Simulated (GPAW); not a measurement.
## Near-edge structure at the Mg K edge of CsMgF3 (Pm-3m)

Aim: the near-edge shape at the Mg K edge of CsMgF3 (Pm-3m), and what the core hole does to it.

Method: X-ray absorption from dipole matrix elements to empty bands, plane-wave PAW LDA, in GPAW 26.7.0.

## Step 1: Starting point

Symmetry: Pm-3m, No. 221, cubic system. The conventional cell has a = 4.252 Å, b = 4.252 Å, c = 4.252 Å, α = 90.00°, β = 90.00°, γ = 90.00°. Nearest to Cs lie 12 F at 3.01 Å. Nearest to Mg lie 6 F at 2.13 Å. Nearest to F lie 2 Mg at 2.13 Å and 4 Cs at 3.01 Å. Farther neighbours and most contacts between anions are not listed.

Structure file:

```xyz
5
Lattice="4.2523 0.0000 0.0000 0.0000 4.2523 0.0000 0.0000 0.0000 4.2523" Properties=species:S:1:pos:R:3 pbc="T T T"
Cs    0.0000    0.0000    0.0000
Mg    2.1262    2.1262    2.1262
F     2.1262    2.1262    0.0000
F     2.1262    0.0000    2.1262
F     0.0000    2.1262    2.1262
```

## Step 2: The field without a hole

The ground state comes first: it tells whether the system has a gap, which decides how the excited electron is treated.

The input, scf.py:

```python
import numpy as np
from ase import Atoms
from ase.parallel import parprint, paropen
from gpaw import GPAW, PW, FermiDirac, Mixer, MixerDif, setup_paths
from gpaw.test import gen
setup_paths.insert(0, '.')
gen('Mg', name='nch1s', xcname='LDA', corehole=(1, 0, 0), write_xml=True)
from gpaw.mpi import world
world.barrier()

atoms = Atoms('CsMgF3',
    cell=[[4.252307, 0, 0],
     [0, 4.252307, 0],
     [0, 0, 4.252307]],
    scaled_positions=[[0, 0, 0],
     [0.5, 0.5, 0.5],
     [0.5, 0.5, 0],
     [0.5, 0, 0.5],
     [0, 0.5, 0.5]],
    pbc=True)
atoms.calc = calc = GPAW(legacy_gpaw=True, mode=PW(500), xc='LDA', setups={1: 'nch1s'},
    kpts={'size': (6, 6, 6), 'gamma': True}, occupations=FermiDirac(0.05),
    charge=0, mixer=Mixer(0.1, 5, 50), maxiter=150,
    convergence={'density': 0.0001}, txt='scf.txt')
energy = atoms.get_potential_energy() + calc.get_reference_energy()
ef = calc.get_fermi_level()
out = dict(energy=energy, fermi=ef, forces=atoms.get_forces().tolist())
parprint(f'all-electron energy {energy:.4f} eV, Fermi level {ef:.4f} eV')
ev = np.array([[calc.get_eigenvalues(k, s) for k in range(len(calc.get_ibz_k_points()))] for s in range(calc.get_number_of_spins())])
out['homo'], out['lumo'], out['counts'] = ev[ev < ef].max(), ev[ev > ef].min(), sorted(set((ev < ef).sum((0, 2)).tolist()))
out['filled'] = (ev[:, 0] < ef).sum(1).tolist()
import json
with paropen('out.json', 'w') as f:
    json.dump(out, f)
```

On the command line:

```sh
OMP_NUM_THREADS=1 mpirun -n 4 gpaw python scf.py
```

Numbers of over 12 decimals in the logs are rounded to 6 here.

The log of the run:

```text
Input parameters:
  convergence: {density: 0.0001}
  kpts: {gamma: True,
         size: (6, 6, 6)}
  maxiter: 150
  mixer: {backend: pulay,
          beta: 0.1,
          method: separate,
          nmaxold: 5,
          weight: 50}
  mode: {ecut: 500.0,
         name: pw}
  occupations: {fixmagmom: False,
                name: fermi-dirac,
                width: 0.05}
  setups: {1: nch1s}

Initialize ...

[... PAW data sets ...]

Reference energy: -225158.371659  # eV

Spin-paired calculation

[... convergence settings ...]
Symmetries present (total): 48
  [... symmetry matrices ...]

216 k-points: 6 x 6 x 6 Monkhorst-Pack grid + [1/12,1/12,1/12]
20 k-points in the irreducible part of the Brillouin zone
       k-points in crystal coordinates                weights
   0:     0.00000000    0.00000000    0.00000000          1/216
   1:     0.16666667    0.00000000    0.00000000          6/216
   2:     0.16666667    0.16666667    0.00000000         12/216
   3:     0.16666667    0.16666667    0.16666667          8/216
   4:     0.33333333    0.00000000    0.00000000          6/216
   5:     0.33333333    0.16666667    0.00000000         24/216
   6:     0.33333333    0.16666667    0.16666667         24/216
   7:     0.33333333    0.33333333    0.00000000         12/216
   8:     0.33333333    0.33333333    0.16666667         24/216
   9:     0.33333333    0.33333333    0.33333333          8/216
          ...
  19:     0.50000000    0.50000000    0.50000000          1/216

Wave functions: Plane wave expansion
  Cutoff energy: 500.000 eV
  Number of coefficients (min, max): 1904, 1980
  Pulay-stress correction: 0.000000 eV/Ang^3 (de/decut=0.000000)
  Using FFTW library
  Wavefunction extrapolation:
    Improved wavefunction reuse through dual PAW basis

Occupation numbers: Fermi-Dirac:
  width: 0.0500  # eV

Eigensolver
   Davidson(niter=2)

Densities:
  Coarse grid: 24*24*24 grid
  Fine grid: 48*48*48 grid
  Total Charge: 0.000000

Density mixing:
  Method: separate
  Backend: pulay
  Linear mixing parameter: 0.1
  old densities: 5
  Width of damping distribution: 1.1
  Damping of long wavelength oscillations: 50

[... Hamiltonian set-up ...]
Number of atoms: 5
Number of atomic orbitals: 25
Number of bands in calculation: 25
Number of valence electrons: 40
Bands to converge: occupied

... initialized

Initializing position-dependent things.

Density initialized from atomic densities
Creating initial wave functions:
  25 bands from LCAO basis set

Positions:
   0 Cs     0.000000    0.000000    0.000000    ( 0.0000,  0.0000,  0.0000)
   1 Mg     2.126154    2.126154    2.126154    ( 0.0000,  0.0000,  0.0000)
   2 F      2.126154    2.126154    0.000000    ( 0.0000,  0.0000,  0.0000)
   3 F      2.126154    0.000000    2.126154    ( 0.0000,  0.0000,  0.0000)
   4 F      0.000000    2.126154    2.126154    ( 0.0000,  0.0000,  0.0000)

Unit cell:
           periodic     x           y           z      points  spacing
  1. axis:    yes    4.252307    0.000000    0.000000    24     0.1772
  2. axis:    yes    0.000000    4.252307    0.000000    24     0.1772
  3. axis:    yes    0.000000    0.000000    4.252307    24     0.1772

  Lengths:   4.252307   4.252307   4.252307
  Angles:   90.000000  90.000000  90.000000

Effective grid spacing dv^(1/3) = 0.1772

iter:   1   -27.108061
iter:   2   -26.479327   -1.11  -1.24
iter:   3   -25.803962   -0.83  -1.33
iter:   4   -25.771802   -1.57  -1.54
iter:   5   -25.753383   -2.13  -1.87
iter:   6   -25.748018   -2.82  -2.44
iter:   7   -25.746188c  -4.36  -2.70
iter:   8   -25.747818c  -3.04  -3.01
iter:   9   -25.746071c  -3.29  -2.82
iter:  10   -25.745900c  -5.07  -3.38
iter:  11   -25.745899c  -6.62  -4.18c
iter:  12   -25.745898c  -6.20  -4.27c
iter:  13   -25.745898c  -7.97c -4.49c

Converged after 13 iterations.

Dipole moment: (0.000000, 0.000000, 0.000000) |e|*Ang

Energy contributions relative to reference atoms: (reference = -225158.371659)

Kinetic:        +16.510020
Potential:      -16.071744
External:        +0.000000
XC:             -26.723256
Entropy (-ST):   -0.000000
Local:           +0.539082
SIC:             +0.000000
--------------------------
Free energy:    -25.745898
Extrapolated:   -25.745898

Showing only first 2 kpts
 Kpt  Band  Eigenvalues  Occupancy
  0    18      1.42665    2.00000
  0    19      1.42665    2.00000
  0    20      7.79956    0.00000
  0    21      9.86155    0.00000

  1    18      1.34407    2.00000
  1    19      1.34407    2.00000
  1    20      8.29011    0.00000
  1    21     10.33796    0.00000

Fermi level: 3.94830

Gap: 6.373 eV
Transition (v -> c):
  (s=0, k=0, n=19, [0.00, 0.00, 0.00]) -> (s=0, k=0, n=20, [0.00, 0.00, 0.00])
No difference between direct/indirect transitions

Forces in eV/Ang:
  0 Cs    0.00000    0.00000    0.00000
  1 Mg   -0.00000    0.00000   -0.00000
  2 F     0.00000    0.00000    0.00000
  3 F     0.00000   -0.00000    0.00000
  4 F     0.00000    0.00000    0.00000
Scalar-relativistic atomic LDA calculation for Mg (Magnesium, Z=12)
Core hole in 1s state (1s occupation: 2.0)
450 radial gridpoints.
|------------------------------------------------|
|------------------------------------------------|
[... the atom generator's iteration count ...]

Energy contributions:
-------------------------
Kinetic:     +199.421891
XC:           -15.478236
Potential:   -383.390681
-------------------------
Total:       -199.447026

state      eigenvalue         ekin         rmax
-----------------------------------------------
1s^2.0 :   -46.058148    66.987568        0.085
2s^2.0 :    -2.913890     8.631240        0.548
2p^6.0 :    -1.717103     7.802539        0.477
3s^2.0 :    -0.175717     0.684522        2.514
3p^0.0 :    -0.050476     0.349037        3.500
-----------------------------------------------
(units: Bohr and Hartree)

Generating PAW setup
Kinetic energy of the core from tauc = 134.219440
Cutoffs:
rc(s)=2.060
rc(p)=2.050
rc(d)=1.960
rc(vbar)=2.000
rc(comp)=1.950
rc(nct)=2.060

Kinetic energy of the core states: 133.975135
Charge: 0.0
Core electrons: 2.0
Valence electrons: 10.0
Pseudo-core charge: 0.000000
Shape function alpha=2.630
Pseudo-electron charge 2.915379
state    eigenvalue         norm
--------------------------------
2s(2) :    -2.913890     0.147237
3s(2) :    -0.175717     1.006311
2p(6) :    -1.717103     0.101380
3p(0) :    -0.050476     0.993759
*d    :     0.000000
--------------------------------

Diagonalizing with gridspacing h=0.050

state   all-electron     PAW
-------------------------------
2s:      -2.913890    -2.914469
2p:      -1.717103    -1.717995
*d:                    0.032132
*f:                    0.068122
-------------------------------
all-electron energy -225184.1176 eV, Fermi level 3.9483 eV
```

Elapsed: 6.3 s, on 4 MPI ranks of Arm Neoverse V2, shared host; peak memory 0.19 GiB.

The mesh shows a gap of 6.37 eV, so the hole is first treated in a charged cell, without the excited electron.

## Step 3: Spectrum without a core hole, Mg atom 2

Without a hole the spectrum is the empty density of states of the right symmetry on the absorber, weighted by matrix elements. It needs only the small cell and serves as the baseline. The data set with a hole of occupation 0 only carries the core orbital.

The absorber has 6 F at 2.13 Å (octahedral, site symmetry m-3m).

The input, xas.py:

```python
import numpy as np
from ase import Atoms
from ase.parallel import parprint, paropen
from gpaw import GPAW, PW, FermiDirac, Mixer, MixerDif, setup_paths
from gpaw.test import gen
setup_paths.insert(0, '.')
gen('Mg', name='nch1s', xcname='LDA', corehole=(1, 0, 0), write_xml=True)
from gpaw.mpi import world
world.barrier()

atoms = Atoms('CsMgF3',
    cell=[[4.252307, 0, 0],
     [0, 4.252307, 0],
     [0, 0, 4.252307]],
    scaled_positions=[[0, 0, 0],
     [0.5, 0.5, 0.5],
     [0.5, 0.5, 0],
     [0.5, 0, 0.5],
     [0, 0.5, 0.5]],
    pbc=True)
atoms.calc = calc = GPAW(legacy_gpaw=True, mode=PW(500), xc='LDA', setups={1: 'nch1s'},
    kpts={'size': (6, 6, 6), 'gamma': True}, occupations=FermiDirac(0.02),
    charge=0, mixer=Mixer(0.1, 5, 50), maxiter=150,
    convergence={'density': 0.0001}, txt='scf.txt')
energy = atoms.get_potential_energy() + calc.get_reference_energy()
ef = calc.get_fermi_level()
out = dict(energy=energy, fermi=ef, forces=atoms.get_forces().tolist())
parprint(f'all-electron energy {energy:.4f} eV, Fermi level {ef:.4f} eV')
ev = np.array([[calc.get_eigenvalues(k, s) for k in range(len(calc.get_ibz_k_points()))] for s in range(calc.get_number_of_spins())])
out['homo'], out['lumo'], out['counts'] = ev[ev < ef].max(), ev[ev > ef].min(), sorted(set((ev < ef).sum((0, 2)).tolist()))
out['filled'] = (ev[:, 0] < ef).sum(1).tolist()

from ase.units import Ha
from gpaw.xas import dipole_matrix_elements
nb = int(calc.get_number_of_electrons() / 2) + 49
top, nb = nb, nb + 8 + nb // 12
nscf = calc.fixed_density(kpts={'size': (5, 5, 5), 'gamma': True}, nbands=nb,
    convergence={'bands': top, 'eigenstates': 1e-5}, maxiter=60, txt='nscf.txt')
cell = atoms.cell.array
ops = [cell.T @ U.T @ np.linalg.inv(cell.T) for U in nscf.wfs.kd.symmetry.op_scc]
filled = [20]  # bands filled in the ground state, by spin
E = np.arange(-25, 34, 0.1)
fwhm = np.interp(E, [4, 25], [0.9, 3.5])
Y, X, zero, highest = 0, 0, 1e9, 1e9
for spin in range(nscf.get_number_of_spins()):
    wfs = nscf.wfs
    A = dipole_matrix_elements(wfs.setups[1])
    eps = np.zeros((wfs.kd.nibzkpts, nb))
    d = np.zeros((3, A.shape[1], wfs.kd.nibzkpts, nb), complex)
    for kpt in wfs.kpt_u:
        if kpt.s == spin and 1 in kpt.P_ani:
            eps[kpt.k] = kpt.eps_n * Ha
            d[:, :, kpt.k] = (kpt.weight * wfs.nspins / 2) ** 0.5 * np.inner(A, kpt.P_ani[1])
    world.sum(eps)
    world.sum(d)
    T = np.einsum('amkn,bmkn->abkn', d, d.conj()).real
    T = sum(np.einsum('ai,ijkn,bj->abkn', R, T, R) for R in ops) / len(ops)
    empty = np.ones_like(eps, bool) & (np.arange(nb) >= filled[spin])
    zero, highest = min(zero, eps[empty].min()), min(highest, eps[:, top - 1].min())
    lines = [(eps, T, empty)] if spin == 0 else lines + [(eps, T, empty)]
for eps, T, empty in lines:
    f = np.einsum('aakn->akn', T).reshape(3, -1)
    x = eps.ravel() - zero
    w = np.interp(x, E, fwhm) / 2.35482
    g = np.exp(-0.5 * ((E[:, None] - x) / w) ** 2) / (w * (2 * np.pi) ** 0.5)
    Y = Y + (f * empty.ravel()) @ g.T
    X = X + (f * ~empty.ravel()) @ g.T
out.update(E=E.round(2).tolist(), xas=Y.tolist(), xes=X.tolist(), zero=zero, valid=highest - zero, nk=len(eps), nb=nb)
for i in range(0, len(E), 10):
    parprint(f'{E[i]:7.2f}', *(f'{v:10.3e}' for v in Y[:, i]))
import json
with paropen('out.json', 'w') as f:
    json.dump(out, f)
```

On the command line:

```sh
OMP_NUM_THREADS=1 mpirun -n 4 gpaw python xas.py
```

The log of the run:

```text
Input parameters:
  convergence: {density: 0.0001}
  kpts: {gamma: True,
         size: (6, 6, 6)}
  maxiter: 150
  mixer: {backend: pulay,
          beta: 0.1,
          method: separate,
          nmaxold: 5,
          weight: 50}
  mode: {ecut: 500.0,
         name: pw}
  occupations: {fixmagmom: False,
                name: fermi-dirac,
                width: 0.02}
  setups: {1: nch1s}

Initialize ...

[...]
*d    :     0.000000
--------------------------------

Diagonalizing with gridspacing h=0.050

state   all-electron     PAW
-------------------------------
2s:      -2.913890    -2.914469
2p:      -1.717103    -1.717995
*d:                    0.032132
*f:                    0.068122
-------------------------------
all-electron energy -225184.1176 eV, Fermi level 3.9483 eV
[...]
32.00  4.149e-06  4.149e-06  4.149e-06
  33.00  4.408e-06  4.408e-06  4.408e-06
[key lines of the parts left out:]
Converged after 13 iterations.
Dipole moment: (0.000000, 0.000000, 0.000000) |e|*Ang
Free energy:    -25.745898
Fermi level: 3.94830
```

The job ended after 12 s (4 MPI ranks; peak memory 0.21 GiB).

The Mg K spectrum, Mg atom 2, no core hole (energy from the lowest empty level; intensity scaled to a mean of 1 over the first 20 eV):

```
E (eV)  intensity
  -2.0       0.00
  -1.4       0.00
  -0.8       0.00
  -0.2       0.00
   0.4       0.01
   1.0       0.03
   1.6       0.08
   2.2       0.35
   2.8       0.49
   3.4       0.68
   4.0       0.71
   4.6       0.51
   5.2       0.83
   5.8       0.62
   6.4       0.65
   7.0       1.16
   7.6       1.93
   8.2       2.27
   8.8       1.97
   9.4       1.76
  10.0       1.72
  10.6       1.65
  11.2       1.51
  11.8       1.33
  12.4       1.20
  13.0       1.10
  13.6       0.99
  14.2       0.87
  14.8       0.83
  15.4       0.89
  16.0       0.99
  16.6       1.04
  17.2       1.04
  17.8       1.01
  18.4       0.98
  19.0       0.96
  19.6       0.92
  20.2       0.83
  20.8       0.70
  21.4       0.55
  22.0       0.42
  22.6       0.36
  23.2       0.37
  23.8       0.45
  24.4       0.56
  25.0       0.67
  25.6       0.74
  26.2       0.75
  26.8       0.73
  27.4       0.67
  28.0       0.61
  28.6       0.55
  29.2       0.49
  29.8       0.45
  30.4       0.41
  31.0       0.39
  31.6       0.39
```

Main maxima below 24 eV (height): 2.6 eV (0.52), 3.7 eV (0.85), 5.2 eV (0.83), 8.1 eV (2.28) and 16.9 eV (1.05). A K edge sees empty p states on the absorber.

The same matrix elements for filled bands give the Mg K emission of Mg atom 2 (ground-state approximation; energy from the lowest empty level, largest value 1):

```
E (eV)  emission
-24.00      0.00
-23.25      0.00
-22.50      0.00
-21.75      0.00
-21.00      0.00
-20.25      0.00
-19.50      0.00
-18.75      0.00
-18.00      0.00
-17.25      0.00
-16.50      0.00
-15.75      0.00
-15.00      0.00
-14.25      0.00
-13.50      0.00
-12.75      0.00
-12.00      0.00
-11.25      0.01
-10.50      0.09
 -9.75      0.12
 -9.00      0.35
 -8.25      0.97
 -7.50      0.41
 -6.75      0.06
 -6.00      0.01
 -5.25      0.00
 -4.50      0.00
 -3.75      0.00
 -3.00      0.00
 -2.25      0.00
 -1.50      0.00
 -0.75      0.00
  0.00      0.00
  0.75      0.00
  1.50      0.00
  2.25      0.00
  3.00      0.00
```

Emission maxima: -8.2 eV (1.00).

## Step 4: Reference energy of the supercell

The photon energy needs a difference of total energies, so the cell and mesh of the coming hole run are first run without a hole.

scf.py, as its differences from that of step 2:

```diff
@@ -10,14 +10,29 @@
 
-atoms = Atoms('CsMgF3',
-    cell=[[4.252307, 0, 0],
-     [0, 4.252307, 0],
-     [0, 0, 4.252307]],
+atoms = Atoms('Cs4Mg4F12',
+    cell=[[4.252307, 4.252307, 4.252307],
+     [-4.252307, 4.252307, -4.252307],
+     [-4.252307, -4.252307, 4.252307]],
     scaled_positions=[[0, 0, 0],
+     [0, 0.5, 0.5],
+     [0.5, 0, 0.5],
+     [0.5, 0.5, 0],
+     [0.5, 0, 0],
      [0.5, 0.5, 0.5],
-     [0.5, 0.5, 0],
-     [0.5, 0, 0.5],
-     [0, 0.5, 0.5]],
+     [0, 0, 0.5],
+     [0, 0.5, 0],
+     [0.25, 0, 0.75],
+     [0.25, 0.5, 0.25],
+     [0.75, 0, 0.25],
+     [0.75, 0.5, 0.75],
+     [0.25, 0.75, 0],
+     [0.25, 0.25, 0.5],
+     [0.75, 0.75, 0.5],
+     [0.75, 0.25, 0],
+     [0.5, 0.25, 0.25],
+     [0.5, 0.75, 0.75],
+     [0, 0.25, 0.75],
+     [0, 0.75, 0.25]],
     pbc=True)
-atoms.calc = calc = GPAW(legacy_gpaw=True, mode=PW(500), xc='LDA', setups={1: 'nch1s'},
-    kpts={'size': (6, 6, 6), 'gamma': True}, occupations=FermiDirac(0.05),
+atoms.calc = calc = GPAW(legacy_gpaw=True, mode=PW(500), xc='LDA', setups={4: 'nch1s'},
+    kpts={'size': (3, 3, 3), 'gamma': True}, occupations=FermiDirac(0.02),
     charge=0, mixer=Mixer(0.1, 5, 50), maxiter=150,
```

On the command line:

```sh
OMP_NUM_THREADS=1 mpirun -n 4 gpaw python scf.py
```

The log of the run:

```text
Input parameters:
  convergence: {density: 0.0001}
  kpts: {gamma: True,
         size: (3, 3, 3)}
  maxiter: 150
  mixer: {backend: pulay,
          beta: 0.1,
          method: separate,
          nmaxold: 5,
          weight: 50}
  mode: {ecut: 500.0,
         name: pw}
  occupations: {fixmagmom: False,
                name: fermi-dirac,
                width: 0.02}
  setups: {4: nch1s}

Initialize ...

[...]
2s(2) :    -2.913890     0.147237
3s(2) :    -0.175717     1.006311
2p(6) :    -1.717103     0.101380
3p(0) :    -0.050476     0.993759
*d    :     0.000000
--------------------------------

Diagonalizing with gridspacing h=0.050

state   all-electron     PAW
-------------------------------
2s:      -2.913890    -2.914469
2p:      -1.717103    -1.717995
*d:                    0.032132
*f:                    0.068122
-------------------------------
all-electron energy -900736.4713 eV, Fermi level 3.8986 eV
[key lines of the parts left out:]
Converged after 13 iterations.
Dipole moment: (-0.000000, 0.000000, -0.000000) |e|*Ang
Free energy:   -102.984666
Fermi level: 3.89859
```

Run time: 36 s. Hardware: 4 MPI ranks; peak memory 0.31 GiB; 2.4 min of CPU time.

Reference energy: -900736.471 eV with the cores included.

[end of part 1 of 2]

[Banner, clock and machine lines of the logs are left out without a mark of their own.]

[Logs are printed without paths, hosts, clocks, repeated set-up lines and the standing remarks that a program may print on its own settings, such as how far it seeks lower states.]

[Hosts, paths, dates, database ids (printed as entryN), source tags and the programs' standing remarks are cut or masked in the printed files.]

[Lists of maxima count a maximum above −3 eV only where it reaches 4 % of the highest in the window and stands out from its surroundings by 2 % of it (1.5 % where it reaches 55 %); shoulders and weaker maxima are passed over, and of the rest the first, up to two pre-edge ones and the few strongest are named.]
